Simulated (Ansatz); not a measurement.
# Y2NO2 monolayer: phonons and vibrational spectra, part 2 of 2

Task: relax Y2NO2 monolayer, then find its harmonic phonons.

Ansatz 0.2.0; DFT PBEsol, scalar-relativistic, plane waves, PAW; PAW set soft_1.

So far. Step 4 (Relaxing to small forces for the phonons): The largest force component left is 0.0080 meV/Å, within the tolerances set. Step 5 (Linear response at the zone centre): Before it was imposed, the acoustic sum rule was missed by 8.9e-5 eV/Å². Small misses are needed for a sound result but don't prove that mesh and cutoff are converged. The lowest optical mode is real, 86.5 cm⁻¹.

**6. Phonons on a q mesh**

Stability and thermal properties need the whole zone. Linear response on a 6×6×1 q mesh gives force constants as far as a supercell of that size would.

input.yaml

```yaml
crystal:
  lattice:
    - [3.5090772296, 0.0, 0.0]
    - [-1.7545386148, 3.0389500247, 0.0]
    - [0.0, 0.0, 32.6]
  atoms:
    - { symbol: "N", position: [0.0, 0.0, 0.3067484663] }
    - { symbol: "Y", position: [0.3333333333, 0.6666666667, 0.353032867] }
    - { symbol: "Y", position: [0.6666666667, 0.3333333333, 0.2604640655] }
    - { symbol: O, position: [0.6666666667, 0.3333333333, 0.3762943754] }
    - { symbol: O, position: [0.3333333333, 0.6666666667, 0.2372025571] }
  periodic: [true, true, false]
kpoints:
  mp_grid: { grid: [12, 12, 1] }
hamiltonian:
  xc: pbesol
  pseudopotentials: { kind: paw, azcp: { folder: soft_1 }, xc_functional: pbe }
scf:
  occupations: { method: methfessel_paxton, width: 0.2 }
output:
  eigenvalues: true
phonons:
  method: dfpt
  qmesh: [6, 6, 1]
  temperatures: { t_max: 1000, t_step: 50 }
  qpath:
    path:
      - [0.0, 0.0, 0.0]
      - [0.5, 0.0, 0.0]
      - [0.33333333, 0.33333333, 0.0]
      - [0.0, 0.0, 0.0]
    npoints: 10
```

Command:

```console
> ansatz run input.yaml --threads 4 --pin off --max-ram 16384MiB --backend cpu --events-out ev --progress --plain --runs-dir out
```

Numbers of over 12 decimals in the logs are rounded to 6 here.

What it wrote:

```text
[...]
Crystal: 5 atoms, lattice volume = 347.643 Å³
Basis set: ecut = 420 eV, 6751 PW (Γ), exchange–correlation on 48×48×450 points (8 copies of the dense FFT grid, shifted against one another)
Bands: 25, of which v1, the nominal top of the filled ones, is band 20 counted from 1 (19 counted from 0)
Symmetry: 12 space group operations
k-points: 19 of 144 (irreducible under 6 space group operations, time reversal used)
[...]
SCF iter   1: F=—  HF=-9102.056563 eV  |F-HF|=—  |Δ(HF+E_count)|=         —  Δρ=6.60e-2  dr2=1.83e1  ethr=3.10e-3  ⟨swp⟩=10.2  Hψ=3347  notcnv=0
[...]
SCF iter  13: F=-9097.064654 eV  HF=-9097.064654 eV  |F-HF|=5.46e-12  |Δ(HF+E_count)|=   2.58e-9  S|Δr|=    0.00e0  Δρ=3.74e-8  dr2=3.32e-12  ethr=1.00e-12  ⟨swp⟩=24.2  Hψ=5735  notcnv=0
SCF 1 converged in 13 iterations: F = -9097.064654 eV  dr2 = 3.32e-12
[...]
phonons: the bands overlap, so this run is a metal and interpolates without the dipole-dipole term. If the crystal is really an insulator or semiconductor, its LO-TO splitting is missing
NSCF: frozen V_eff on 19 k-points
[...]
DFPT response loops at q = (0, 0, 0) (fractional): preconditioner auto → none (partly filled bands, converged f_vac=0.765); β = 0.50; Broyden in place of MSR1
[...]
SCF converged after 13 iterations
[...]
Free energy (F): -9097.064654 eV
[...]
Internal energy: -9097.075721 eV  (E = F + TS)
E sigma→0 (E₀):  -9097.067421 eV
Entropy (-TS):   0.011067 eV (2.213 meV/atom)
Fermi energy:    -6.570605 eV
[...]
--- Band table (eV; the first three rows and the last of 19) ---
  k-point 0: bands = [... 16 lower, -8.2530, -6.7437, -6.0976, -6.0976, -1.8542 (-1.8542°), -1.0596, -1.0495, -1.0495, ... 1 higher]
  k-point 1: bands = [... 16 lower, -8.2251, -6.6438, -6.3429, -6.1804, -1.8017 (-1.8017°), -1.0310, -1.0024, -0.8986, ... 1 higher]
  k-point 2: bands = [... 16 lower, -8.1677, -6.8793, -6.4480, -6.3782, -1.8716, -0.8910 (-0.8910°), -0.7725, -0.5571, ... 1 higher]
  k-point 18: bands = [... 16 lower, -7.9606, -7.5141, -6.9354, -6.9354, -1.5815, -0.6175, -0.6175, -0.5426, ... 1 higher]
  ° read free of the cell's end (the report's vacuum.weakly_bound_levels)
--- Phonons (Γ-DFPT): 10 representative perturbations + reference (Σ response iterations 58) ---
  ASR residual: 2.511e-5 → 0.000e0 eV/Å²; symmetrization residual: 4.554e-6 eV/Å²
[...]
ASR residual per site (eV/Å²): 1.51e-5 2.47e-5 2.51e-5 2.27e-5 2.44e-5
[...]
--- Phonons (arbitrary-q DFPT): 7 irreducible q on the 6×6×1 mesh ---
  q = [0.0000, 0.0000, 0.0000] (star 1, of the zone-centre solve; hermiticity 8.55e-7, symmetrization 6.19e-13, taken by the last average 1.22e-7): -0.00 -0.00 0.00 86.55 86.55 137.71 302.28 302.28 347.89 401.63 413.59 413.59 444.47 444.47 451.30
  q = [0.0000, 0.1667, 0.0000] (star 6, 15 solved perturbations on 78 of 144 k-point pairs; hermiticity 6.91e-7, symmetrization 6.71e-10, taken by the last average 1.11e-7): 41.15 60.79 102.44 103.68 134.28 141.65 292.06 298.77 308.84 377.44 410.63 416.74 438.73 456.34 505.67
[...]
q = [0.1667, 0.1667, 0.0000] (star 6, 10 solved perturbations in 1110 linear systems a pass and spin channel, the states on 144 of 144 k-point pairs; hermiticity 5.59e-7, symmetrization 1.10e-10, taken by the last average 8.63e-8): 74.31 115.22 116.41 138.42 162.90 168.55 282.69 290.49 319.46 373.83 387.80 421.80 433.74 479.36 521.56
[...]
sum rule: each row above includes the acoustic sum rule's correction from the zone centre's row sums; it moved no ω² by more than (0.64 cm⁻¹)²
  mesh force constants: q→R imaginary residual 1.15e-18; ASR residual 2.511e-5 → 0.000e0 eV/Å²; symmetrization residual 7.105e-15 eV/Å²
  interpolated dispersion: 31 rows × 15 modes
  density of states and harmonic sums: on the 24×24×1 q-mesh, interpolated from the force constants of a 6×6×1 supercell (no non-analytic term)
  largest difference from the sums on the solved wave vectors: F 2.64e-2 eV, S 3.32e-5 and C_V 6.73e-6 eV/K
  zero-point energy: 0.268403 eV/cell   skipped modes (ω ≤ 0): 3   left out of the sums: 3.47e-4 of the cell's modes: C_V's classical limit lies that fraction below 3 k_B per atom; for a crystal, a wire or a layer, F and S can be off by more, and a phonons.interpolated_qmesh denser along its periods is the remedy for the sampling
```

Run time: 32 min. Hardware: 4 threads of Arm Neoverse V2, shared host; peak memory 2.8 GiB; 2.1 h of CPU time.

This step gave:

```yaml
sum_rule_residual_before_enforcement: 2.51e-5 eV/Å²
lowest_frequency_on_the_path: 0 cm⁻¹
highest_frequency_on_the_path_or_at_a_solved_wavevector: 541.8 cm⁻¹
mean_frequency: 288.7 cm⁻¹
lowest_mode_on_the_q_mesh_acoustic_modes_at_gamma_apart: 41.15 cm⁻¹
zero_point_energy_per_atom: 53.68 meV
heat_capacity_at_300_k: 20.80 J/(mol atoms K)
vibrational_entropy_at_300_k: 23.15 J/(mol atoms K)
edges_of_the_widest_gap_between_branches_on_path_and_mesh: 193.7, 281.5 cm⁻¹
```

Frequencies (cm⁻¹) solved at each irreducible wavevector; negative means imaginary. Frequencies by wavevector, by row:

```
q in reciprocal lattice units  star  mode 1  mode 2  mode 3  mode 4  mode 13  mode 14  mode 15
                        0 0 0     1       0       0       0    86.5    444.5    444.5    451.3
                   0 0.1667 0     6    41.1    60.8   102.4   103.7    438.7    456.3    505.7
                   0 0.3333 0     6    86.9   108.8   124.2   130.6      427    491.9    527.2
                     0 -0.5 0     3   110.6   122.6   125.3   143.3    421.3    495.6    541.8
              0.1667 0.1667 0     6    74.3   115.2   116.4   138.4    433.7    479.4    521.6
              0.1667 0.3333 0    12   107.2   120.2   148.3   158.1    428.5      500    524.5
              0.3333 0.3333 0     2   120.4   120.4   157.6   157.6      435    507.4    507.4
```

Interpolated from a 6×6×1 q mesh. Phonon branches along the path, in cm⁻¹:

```
  point  branch 1  branch 2  branch 3  branch 4  branch 12  branch 13  branch 14  branch 15
      Γ         0         0         0        86        414        444        444        451
halfway        66        88       117       122        417        434        472        524
      M       111       123       125       143        418        421        496        542
halfway       114       120       150       156        426        428        496        530
      K       120       120       158       158        434        435        507        507
halfway        74       115       116       138        422        434        479        522
      Γ         0         0         0        86        414        444        444        451
```

The phonon density of states has structure finer than the step of the table below, so its rows give means over 20 cm⁻¹, whole bins alone (the curve runs from 2.5 to 542 cm⁻¹). Peaks (cm⁻¹: height): 122.5: 0.120, 157.5: 0.0531, 182.5: 0.0805, 297.5: 0.140, 372.5: 0.150, 422.5: 0.0965, 497.5: 0.0743.

Tetrahedra on a 24×24×1 mesh, mean over bins of 5 cm-1. Interpolated from a 6×6×1 q mesh. Phonon density of states against wavenumber; means over each step:

```
wavenumber (cm⁻¹)  phonon density of states (1/cm⁻¹/cell)
               20                                 0.00362
               40                                 0.00647
               60                                  0.0102
               80                                  0.0166
              100                                  0.0355
              120                                  0.0742
              140                                  0.0428
              160                                  0.0432
              180                                  0.0573
              200                                 0.00916
              220                                       0
              240                                       0
              260                                       0
              280                                  0.0304
              300                                  0.0742
              320                                  0.0154
              340                                  0.0179
              360                                  0.0458
              380                                  0.0507
              400                                  0.0108
              420                                  0.0722
              440                                  0.0348
              460                                 0.00981
              480                                  0.0108
              500                                  0.0338
              520                                  0.0329
```

The partial phonon density of states has structure finer than the step of the table below, so its rows give means over 25 cm⁻¹, whole bins alone (the curve runs from -10 to 567 cm⁻¹). Peaks (cm⁻¹: height): N 295.0: 0.0956, 371.3: 0.0343; O 182.5: 0.0118, 374.9: 0.0490, 422.1: 0.0826, 498.4: 0.0440, 523.8: 0.0334; Y 120.7: 0.0863, 153.4: 0.0437, 182.5: 0.0546, 422.1: 0.0112.

Phonopy on the run's constants, 19x19x1 mesh, Gaussian sigma 4.1 cm-1. Interpolated from a 6×6×1 q mesh. Table of partial phonon density of states by wavenumber; means over each step; values in 1/cm⁻¹/cell:

```
wavenumber (cm⁻¹)        N        O        Y
               25   2.6e-4   6.0e-4  0.00357
               50   4.0e-4   9.8e-4  0.00664
               75   5.0e-4  0.00155   0.0124
              100   5.8e-4  0.00369   0.0327
              125   8.4e-4  0.00751   0.0560
              150   3.7e-4  0.00625   0.0400
              175  0.00113  0.00827   0.0415
              200   7.3e-4  0.00230   0.0101
              225        0        0        0
              250        0        0        0
              275   0.0134  0.00265  0.00188
              300   0.0555  0.00623  0.00599
              325  0.00645  0.00567  0.00243
              350  0.00788   0.0153  0.00626
              375   0.0195   0.0311  0.00562
              400  0.00283  0.00960  0.00137
              425  0.00106   0.0633  0.00825
              450   5.7e-4   0.0127  0.00160
              475   6.7e-4  0.00882   6.8e-4
              500  0.00206   0.0272  0.00105
              525  0.00478   0.0239  0.00102
              550   5.0e-4  0.00242   4.3e-5
```

Harmonic thermodynamic functions per atom, from the density of states. Interpolated from a 6×6×1 q mesh. Thermodynamic functions, by row:

```
T (K)  F_vib (meV/atom)  S (J/mol-atom/K)  C_V (J/mol-atom/K)
    0             53.68                 0                   0
  100             51.38             6.141               9.404
  200             40.15             15.38               17.27
  300             20.03             23.15                20.8
  400             -7.31             29.39               22.43
  500             -40.5             34.49               23.27
  600            -78.53             38.78               23.75
  700            -120.7             42.47               24.06
  800            -166.4             45.69               24.26
  900            -215.3             48.56                24.4
 1000              -267             51.14                24.5
```

Symmetry leaves 7 wavevectors to solve. The lowest mode among them, the acoustic zeros apart, lies at q = (0, 0.167, 0) and is real, 41.1 cm⁻¹.

**7. Another isotope, element N, natural mass 14.007 amu**

An isotope changes the mass and not the force constants, so no new electronic calculation is needed; the shifts show which modes move this element.

The same force constants with the mass of N changed from 14.007 to 15.000 u (phonopy, no LO-TO term). Both lists are sorted by frequency; levels can cross, so a row need not hold one and the same mode. Modes under 3 cm⁻¹ are left out. Isotope shifts, by row, the first 40 of 57 rows:

```
         q  rank  natural mass (cm⁻¹)  changed mass (cm⁻¹)
     0 0 0     4                86.55                86.55
     0 0 0     5                86.55                86.55
     0 0 0     6                137.7                137.7
     0 0 0     7                302.3                292.9
     0 0 0     8                302.3                292.9
     0 0 0     9                347.9                343.4
     0 0 0    10                401.6                401.6
     0 0 0    11                413.6                413.6
     0 0 0    12                413.6                413.6
     0 0 0    13                444.5                442.7
     0 0 0    14                444.5                444.2
     0 0 0    15                451.3                444.2
0 0.1667 0     1                41.15                41.08
0 0.1667 0     2                60.79                60.68
0 0.1667 0     3                102.4                102.4
0 0.1667 0     4                103.7                103.5
0 0.1667 0     5                134.3                134.3
0 0.1667 0     6                141.7                141.7
0 0.1667 0     7                292.1                283.3
0 0.1667 0     8                298.8                289.4
0 0.1667 0     9                308.8                  304
0 0.1667 0    10                377.4                376.9
0 0.1667 0    11                410.6                406.9
0 0.1667 0    12                416.7                416.7
0 0.1667 0    13                438.7                438.5
0 0.1667 0    14                456.3                456.3
0 0.1667 0    15                505.7                501.6
0 0.3333 0     1                86.87                86.81
0 0.3333 0     2                108.8                108.7
0 0.3333 0     3                124.2                124.2
0 0.3333 0     4                130.6                130.6
0 0.3333 0     5                174.4                174.4
0 0.3333 0     6                185.8                185.5
0 0.3333 0     7                282.1                275.3
0 0.3333 0     8                295.4                285.8
0 0.3333 0     9                328.8                323.2
0 0.3333 0    10                  373                370.8
0 0.3333 0    11                381.1                376.6
0 0.3333 0    12                418.2                418.2
0 0.3333 0    13                  427                426.8
```

A mode of this element alone would shift by -3.37 %. The highest zone-centre frequency without the field goes from 451.3 to 444.2 cm⁻¹ (-1.6 %). The product of the frequency ratios over all optical modes at Γ is 0.908; the product rule, (m/m′)^(3k/2) (M′/M)^(3/2) with k = 1 such atoms and M the mass of the cell, gives 0.908.

**8. Another isotope, element O, natural mass 15.999 amu**

The same for O, from 16.00 to 18.00 u.

A mode of this element alone would shift by -5.72 %. The highest zone-centre frequency without the field goes from 451.3 to 441.7 cm⁻¹ (-2.1 %). The product of the frequency ratios over all optical modes at Γ is 0.721; the product rule, (m/m′)^(3k/2) (M′/M)^(3/2) with k = 2 such atoms and M the mass of the cell, gives 0.721.

**9. Outcome**

```
space group after relaxation (within 0.01 Å)            : P-3m1
area per atom                                           : 2.13 Å²
electronic character                                    : no gap on this mesh
highest optical mode at the zone centre (no LO-TO term) : 451 cm⁻¹
lowest optical zone-centre mode                         : 86.5 cm⁻¹
lowest mode on the q mesh (acoustic modes at Γ apart)   : 41.1 cm⁻¹
highest frequency on the path or at a solved wavevector : 542 cm⁻¹
zero-point energy per atom                              : 53.7 meV
heat capacity at 300 K                                  : 20.8 J/(mol atoms K)
vibrational entropy at 300 K                            : 23.2 J/(mol atoms K)
imaginary modes on the 6×6×1 q mesh                     : none
```

What this shows: The structure is a minimum as far as tested: no mode is imaginary at the 7 irreducible wavevectors of the 6×6×1 mesh, and the softest away from the acoustic zeros lies at 41 cm⁻¹. The optical modes at Γ span 87 to 451 cm⁻¹. On the path and the mesh, the widest gap between branches runs from 194 to 282 cm⁻¹. With no gap, or one that is small against the smearing, the frequencies hang on the k mesh and the smearing, most of all near Kohn anomalies. The phonon runs are without spin polarisation, although the cell has an odd electron count. In a sheet or slab the interpolated bending branch near Γ is rough, since the rotational sum rule isn't imposed. The PAW files were made for PBE and serve the other functionals too. A phonon run warned that its eigensolver left some bands unconverged in a pass. The starting cell was built on a prototype and not taken from a measurement. These are harmonic frequencies at zero temperature: anharmonic shifts, linewidths and thermal expansion are left out.

[Logs are printed without paths, hosts, clocks, repeated set-up lines and the standing remarks that a program may print on its own settings, such as how far it seeks lower states.]

[Hosts, paths, dates, database ids (printed as entryN), source tags and the programs' standing remarks are cut or masked in the printed files.]
